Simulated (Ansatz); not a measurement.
**S_F in NaAsF6 from one Python script**

Aim: charge states, host run and transition levels of S_F in NaAsF6 from one script on Ansatz's Python interface. The model is a cell of 64 host atoms with 1 F taken out and 1 S put in.

Calculated with Ansatz 0.2.0; plane-wave PAW DFT, PBEsol; Python script: charge states of a defect supercell, host, and levels with image-charge correction and alignment.

### 1. Starting point

The cell holds 64 atoms: 8 Na, 8 As, 47 F and 1 S. Its edges and angles: a = 11.316 Å, b = 11.316 Å, c = 11.316 Å, α = 56.8°, β = 56.8°, γ = 56.8°. It derives from NaAsF6 (space group R-3). Nearest the centre at fractional (0.462, 0.326, 0.605): S12 at 0.15 Å, As58 at 1.81 Å, Na9 at 2.36 Å, F48 at 2.43 Å, F35 at 2.47 Å, F30 at 2.57 Å, F21 at 2.60 Å, F47 at 3.19 Å.

As a file:

```xyz
64
Lattice="5.3804 3.1064 9.4577 -5.3804 3.1064 9.4577 0.0000 -6.2128 9.4577" Properties=species:S:1:pos:R:3 pbc="T T T"
Na    0.0000    0.0000    7.0933
As    0.0000    0.0000    0.0000
F    -1.8469   -0.3999    8.4471
F     0.5771    1.7994    8.4471
F     1.2698   -1.3995    8.4471
F     1.8469    0.3999    5.7396
F    -0.5771   -1.7994    5.7396
F    -1.2698    1.3995    5.7396
Na    0.0000   -3.1064   11.8222
As    0.0000   -3.1064    4.7289
F    -1.8469   -3.5063   13.1759
S     0.5771   -1.3070   13.1759
F     1.2698   -4.5059   13.1759
F     1.8469   -2.7065   10.4684
F    -0.5771   -4.9058   10.4684
F    -1.2698   -1.7069   10.4684
Na   -2.6902    1.5532   11.8222
As   -2.6902    1.5532    4.7289
F    -4.5371    1.1533   13.1759
F    -2.1131    3.3526   13.1759
F    -1.4205    0.1537   13.1759
F    -0.8433    1.9531   10.4684
F    -3.2674   -0.2462   10.4684
F    -3.9600    2.9527   10.4684
Na   -2.6902   -1.5532   16.5510
As   -2.6902   -1.5532    9.4577
F    -4.5371   -1.9531   17.9048
F    -2.1131    0.2462   17.9048
F    -1.4205   -2.9527   17.9048
F    -0.8433   -1.1533   15.1973
F    -3.2674   -3.3526   15.1973
F    -3.9600   -0.1537   15.1973
Na    2.6902    1.5532   11.8222
As    2.6902    1.5532    4.7289
F     0.8433    1.1533   13.1759
F     3.2674    3.3526   13.1759
F     3.9600    0.1537   13.1759
F     4.5371    1.9531   10.4684
F     2.1131   -0.2462   10.4684
F     1.4205    2.9527   10.4684
Na    2.6902   -1.5532   16.5510
As    2.6902   -1.5532    9.4577
F     0.8433   -1.9531   17.9048
F     3.2674    0.2462   17.9048
F     3.9600   -2.9527   17.9048
F     4.5371   -1.1533   15.1973
F     2.1131   -3.3526   15.1973
F     1.4205   -0.1537   15.1973
Na    0.0000    3.1064   16.5510
As    0.0000    3.1064    9.4577
F    -1.8469    2.7065   17.9048
F     0.5771    4.9058   17.9048
F     1.2698    1.7069   17.9048
F     1.8469    3.5063   15.1973
F    -0.5771    1.3070   15.1973
F    -1.2698    4.5059   15.1973
Na    0.0000    0.0000   21.2799
As    0.0000    0.0000   14.1866
F    -1.8469   -0.3999   22.6337
F     0.5771    1.7994   22.6337
F     1.2698   -1.3995   22.6337
F     1.8469    0.3999   19.9262
F    -0.5771   -1.7994   19.9262
F    -1.2698    1.3995   19.9262
```

Screening for the image-charge correction: ε∞ = 1.84, ε0 = (3.75, 3.75, 3.97), computed on the host (DFPT, PBEsol).

The cell's shortest repeat is 10.8 Å.

### 2. The script

The script is meant to run each charge state in one cell with one kind of occupations, so that the energies compare, and then the host's unit cell on the matching mesh, with a search for its band edges. The last call forms corrections, levels and formation energies from the saved runs.

run.py reads:

```python
import ansatz as az
from ansatz.input_file.blocks import ChemicalPotentialInput, HostRunInput, PlaceLevelsInput

# S_F in NaAsF6
STATES = [(-1, None), (0, 1)]  # charge, total moment
EPSILON, STATIC = 1.84, (3.75, 3.75, 3.97)

host = (
    az.Lattice.of((2.69022028, 1.5531994, 4.72887129), (-2.69022028, 1.5531994, 4.72887129), (0.0, -3.10639881, 4.72887129))
    .atom("Na", (0.5, 0.5, 0.5))
    .atom("As", (0.0, 0.0, 0.0))
    .atom("F", (0.20925156, 0.895778, 0.68124526))
    .atom("F", (0.895778, 0.68124526, 0.20925156))
    .atom("F", (0.68124526, 0.20925156, 0.895778))
    .atom("F", (0.79074844, 0.104222, 0.31875474))
    .atom("F", (0.104222, 0.31875474, 0.79074844))
    .atom("F", (0.31875474, 0.79074844, 0.104222))
)
defect = (
    host.supercell(2, 2, 2)
    .substitution("S", at=(0.895778, 0.68124526, 0.20925156), cell=(0, 0, 1))
)


def settings(calculation):
    return calculation.functional("pbesol").basis(420, xc_grid=2, grid_basis="typed")


runs = []
for charge, moment in STATES:
    name = f"q{charge:+d}_m{moment}.run"
    state = settings(defect.calculation()).kpoints(1, 1, 1, shift=(0.25, 0.25, 0.25)).occupations("fermi_dirac", width=0.01)
    state = state.charge(charge).scf(max_iterations=60)
    if moment is not None:
        state = state.spin("collinear", total=moment, lock="hard")
    state = state.charged_corrections(epsilon=EPSILON, static_epsilon=STATIC, defect_position=(0.461964, 0.325935, 0.604994)).forces()
    state = state.relax(force_tolerance=0.02, max_steps=80, displacement_amplitude=0.05, displacement_seed=3916)
    try:
        outcome = state.band_table().checkpoint(write=name).run(threads=4, pin="off", max_ram="7360MiB")
    except (az.NonConvergedError, az.RefusalError) as failure:
        print(f"{name}: {type(failure).__name__}: {str(failure)[:300]}")
        continue
    report = outcome.report
    runs.append(name)
    print(f"{name}: F = {report['free_energy_ev']:.4f} eV, moment {report['magnetization_mub']:.3f}, {report['n_iterations']} iterations in the last SCF")

bulk = settings(host.calculation()).kpoints(2, 2, 2, shift=(0.25, 0.25, 0.25), path=["VBM", "CBM"], intervals=1).occupations("fixed").scf(self_checks="high").forces()
bulk = bulk.relax(force_tolerance=0.02)
outcome = bulk.basis(precision="f64").checkpoint(write="host.run").run(threads=4, pin="off", max_ram="7360MiB")
print(f"bulk: F = {outcome.report['free_energy_ev']:.4f} eV, band edges {outcome.report['band_edges_ev']}")

potentials = {
    "F": ChemicalPotentialInput(energy=-797.64292, dataset="<sha256 of the dataset>"),  # F2 molecule
    "S": ChemicalPotentialInput(energy=-884.87908, dataset="<sha256 of the dataset>"),  # Pnnm
}
levels = az.place_levels(PlaceLevelsInput(host=HostRunInput(run="host.run"), states=runs, chemical_potentials=potentials))
for level in levels.record.defects[0].levels:
    print(f"({level.upper_charge:+d}/{level.lower_charge:+d}) at {level.above_valence_ev:.3f} eV above the valence edge")
print(levels)
```

Run with:

```
$ python run.py
```

Numbers of over 12 decimals in the logs are rounded to 6 here.

The log of the run:

```text
[... repeated set-up lines and file paths are left out, and long positions are rounded to six places ...]
q-1_mNone.run: F = -88832.1435 eV, moment 0.000, 7 iterations in the last SCF
q+0_m1.run: F = -88834.5512 eV, moment 1.000, 9 iterations in the last SCF
bulk: F = -11094.0153 eV, band edges [-1.116330, 4.552246]
(+0/-1) at 3.790 eV above the valence edge
(0/-1) 3.790 eV above the valence edge, 1.768 eV under the conduction edge
formation energy of charge 0: +4.807 eV with the Fermi level at the valence edge
formation energy of charge -1: +8.597 eV with the Fermi level at the valence edge
  edges by pbesol, gap 5.557 eV; the host is sampled to repeats of 10.76 Å
  the defect's cells are sampled to repeats of 10.76 Å, like sampling
  charge 0: +0.000 eV for its dipole among its images, +0.000 omitted
  charge -1: -88831.8764 eV with its correction of +0.267 eV, at epsilon [3.75, 3.75, 3.97], aligned at sites: +0.2865 eV, mean over 25 atomic sites at or beyond 5.38 Å from the host's site at [0.4479, 0.3406, 0.6046] by the defect at [0.4620, 0.3259, [...]
  of states[1] (q+0_m1.run): its displacements don't fall off away from the defect: farther atoms stand 0.09 Å off the host's places. [...]
  of states[0] (q-1_mNone.run): how wide its charge is, is not read beside other atoms or cores, and a band state would take no correction. [...]
```

Run time: 9.3 min. Hardware: 4 threads of Arm Neoverse V2, shared host; peak memory 0.52 GiB.

Formation energy by charge state (elemental references; gap 5.56 eV):

| charge | at valence top (eV) | at conduction bottom (eV) |
| --- | --- | --- |
| 0 | 4.81 | 4.81 |
| −1 | 8.60 | 3.04 |

Fermi level (eV), lowest formation energy (eV) and a bar from the least value:
```
     0.00       4.81 ##############################
     0.50       4.81 ##############################
     1.01       4.81 ##############################
     1.51       4.81 ##############################
     2.02       4.81 ##############################
     2.52       4.81 ##############################
     3.03       4.81 ##############################
     3.54       4.81 ##############################
     4.04       4.55 ##########################
     4.55       4.05 #################
     5.05       3.54 #########
     5.56       3.04
```

Transition levels lie at 3.79 eV (0/−1) above the valence top.

### 3. What came out

```
gap of the host   : 5.56 eV
level (0/minus 1) : 3.79 eV from the valence top
```

**Reading.** Between neighbouring charges the script places (0/−1) at 3.79 eV above the valence top, in a gap of 5.56 eV. The image-charge corrections reach 0.27 eV. It also warns that far atoms have moved. The edges that the host run prints, 5.67 eV apart, are those of its mesh; the gap comes from the search along the path. The program calls the alignment of potentials doubtful for this cell, and part of the corrections rests on it. Only the listed charges were run, so further levels can't show. What this leaves open: one k-point off the zone centre stands for the whole zone; PBEsol makes the gap too small and tends to spread out bound carriers; where a gas molecule sets a chemical potential or the host's formation energy, its binding is uncorrected.

[Logs are printed without paths, hosts, clocks, repeated set-up lines and the standing remarks that a program may print on its own settings, such as how far it seeks lower states.]

[Hosts, paths, dates, database ids (printed as entryN), source tags and the programs' standing remarks are cut or masked in the printed files.]

[For some hosts the program warned that the k-mesh of the response run may be too coarse for force constants and the static dielectric constant; such warnings are not shown here.]
